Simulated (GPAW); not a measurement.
Computed O K edges (GPAW, LDA, full core hole (charged cell), supercells with 5.7 to 7.3 Å between holes, Gaussian full width 0.9 eV up to 4 eV, rising linearly to 3.5 eV at 25 eV, without spin-orbit coupling) of these absorbers are given in random order:
A. BaTiO3 (R3m): 1 Ti at 1.87 Å and 1 Ti at 2.14 Å (linear, site symmetry m)
B. ZrPbO3 (Pm-3m): 2 Zr at 2.10 Å (linear, site symmetry 4/mmm)
C. SnO2 (Cassiterite, P4_2/mnm): 3 Sn at 2.05 Å (distorted trigonal planar, site symmetry m2m)

Energy from 524.5 eV of photon energy (total-energy differences plus the lowest empty eigenvalue of the charged cell, less 8.8 eV, the free-atom term for the hole's spin); mean of 1 over the first 20 eV. In the free atom LDA prices this hole about 4 eV below PBE, which is itself good to a few eV.

```
E (eV)  spectrum 1  spectrum 2  spectrum 3
  -2.0        0.00        0.00        0.00
  -1.0        0.00        0.00        0.00
   0.0        0.11        0.03        0.00
   1.0        1.23        0.58        0.06
   2.0        0.75        2.52        0.33
   3.0        0.90        1.24        1.82
   4.0        0.96        0.54        2.15
   5.0        1.61        0.35        0.85
   6.0        1.49        0.84        0.85
   7.0        1.36        0.96        1.64
   8.0        0.52        1.46        1.91
   9.0        0.28        1.42        2.52
  10.0        0.59        1.38        2.25
  11.0        1.23        1.33        1.42
  12.0        1.60        0.97        0.62
  13.0        1.41        0.62        0.35
  14.0        1.22        0.71        0.30
  15.0        1.17        0.97        0.30
  16.0        0.97        1.19        0.40
  17.0        0.83        1.10        0.52
  18.0        0.78        0.78        0.63
  19.0        0.66        0.53        0.66
  20.0        0.50        0.41        0.66
  21.0        0.41        0.37        0.68
  22.0        0.42        0.40        0.76
  23.0        0.45        0.48        0.84
  24.0        0.48        0.59        0.91
  25.0        0.52        0.65        0.98
  26.0        0.59        0.71        1.03
  27.0        0.68        0.83        1.02
  28.0        0.79        1.03        0.98
  29.0        0.90        1.26        0.99
  30.0        1.01        1.42        1.12
  31.0        1.09        1.40        1.29
  32.0        1.12        1.22        1.34
```

Which spectrum belongs to which crystal?

Spectrum 1 is A (rising edge 525.1 eV, maxima 0.9 eV (1.30), 4.8 eV (1.62) and 11.8 eV (1.60) above its zero). Spectrum 2 is B (rising edge 525.6 eV, maxima 1.6 eV (2.57) and 7.8 eV (1.52) above its zero). Spectrum 3 is C (rising edge 527.0 eV, maxima 3.6 eV (2.88) and 9.3 eV (2.60) above its zero). After the best relative shift (up to 4 eV allowed) the most alike pair, SnO2 (Cassiterite, P4_2/mnm) and ZrPbO3 (Pm-3m), differs by 46 % r.m.s., the least alike, SnO2 (Cassiterite, P4_2/mnm) and BaTiO3 (R3m), by 59 %. Between 0 and 20 eV on the axis shown, these two part most near 9.2 eV, where SnO2 (Cassiterite, P4_2/mnm) is higher by 2.3. The rising edges span 1.9 eV, lowest for BaTiO3 (R3m).

 Lifetime broadening is put in by hand, and intensities beyond about 20 eV depend on it. Meshes are coarse enough for small ripples in BaTiO3 (R3m), ZrPbO3 (Pm-3m) and SnO2 (Cassiterite, P4_2/mnm). Some cells keep the holes under 6.5 Å apart, so shapes are probably not fully converged. The structures are entries of the Crystallography Open Database and the Materials Project (computed), used as given.

[Logs are printed without paths, hosts, clocks, repeated set-up lines and the standing remarks that a program may print on its own settings, such as how far it seeks lower states.]

[Hosts, paths, dates, database ids (printed as entryN), source tags and the programs' standing remarks are cut or masked in the printed files.]
